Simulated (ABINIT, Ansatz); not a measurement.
Records of electronic-structure calculations.

**A GW chain in ABINIT: InP (F-43m)**

The structure is cubic, space group F-43m (No. 216). Conventional cell: a = 5.861 Å, b = 5.861 Å, c = 5.861 Å, α = 90.00°, β = 90.00°, γ = 90.00°. Nearest to In lie 4 P at 2.54 Å. P has 4 In at 2.54 Å nearest. Farther neighbours, and contacts between anions beyond the nearest, are not listed.

```
method               : RPA screening on PBE, plane waves, norm-conserving pseudopotentials (and 2 further levels or steps)
program              : ABINIT 10.8.3
settings             : cutoff 33 Ha, PseudoDojo scalar-relativistic 0.4 stringent, norm-conserving, ngkpt (6, 6, 6), nband 110, ecuteps 5.5 Ha, inclvkb 2, shiftk (0, 0, 0), symchi 1, awtr 1, frequency ppm, 6×6×6 k-mesh
cost                 : 5 runs, 3.9 min in all on 8 MPI ranks of Intel Xeon Platinum 8259CL at 2.50GHz (Skylake/Cascade Lake), shared host
notes                : The database entry behind the starting cell differs from other determinations of this structure. The cell and positions come from the Crystallography Open Database and are kept as given unless a step says otherwise. Limits: no spin-orbit coupling.
PBE gap              : 0.71 eV, direct
G0W0 gap on the mesh : 1.39 eV
GW settings          : 6×6×6 mesh, 110 bands, screening to 149.7 eV, Godby-Needs plasmon pole
known limits         : short of the basis limit; no spin-orbit coupling
```

G0W0 moves the gap on the mesh from 0.71 eV to 1.39 eV (+0.68 eV), with Z of 0.78 and 0.79 at the edges. Local fields lower the RPA ε∞ on this mesh from 21.57 to 20.33.

[Long decimals in the printed logs are rounded to 6 places.]

[Logs are printed without paths, hosts, clocks, repeated set-up lines and the standing remarks that a program may print on its own settings, such as how far it seeks lower states.]

[Paths, hosts, dates, memory and timing lines, banners, echoed tables and standing remarks are left out of the program output; an Ansatz launch command may be rebuilt from the run's recorded settings. Measured values are a selection of at most five: reports struck by readers or far from the other reports are left out. None is set beside runs whose start may be inverted or whose files or cutoffs have a known fault.]

[Runs of the session that timed out or met a known fault of the program may be left out.]

[Hosts, paths, dates, database ids (printed as entryN), source tags and the programs' standing remarks are cut or masked in the printed files.]

[G0W0 gaps are taken among the corrected bands and points alone; a level outside them can change the order at an edge.]

[Where Ansatz stands beside ABINIT at settings called matched, ABINIT's density can come from a denser mesh and the files from another edition; pairs whose starting gaps differed by over 0.03 eV were left out, so agreement reads better than it is.]
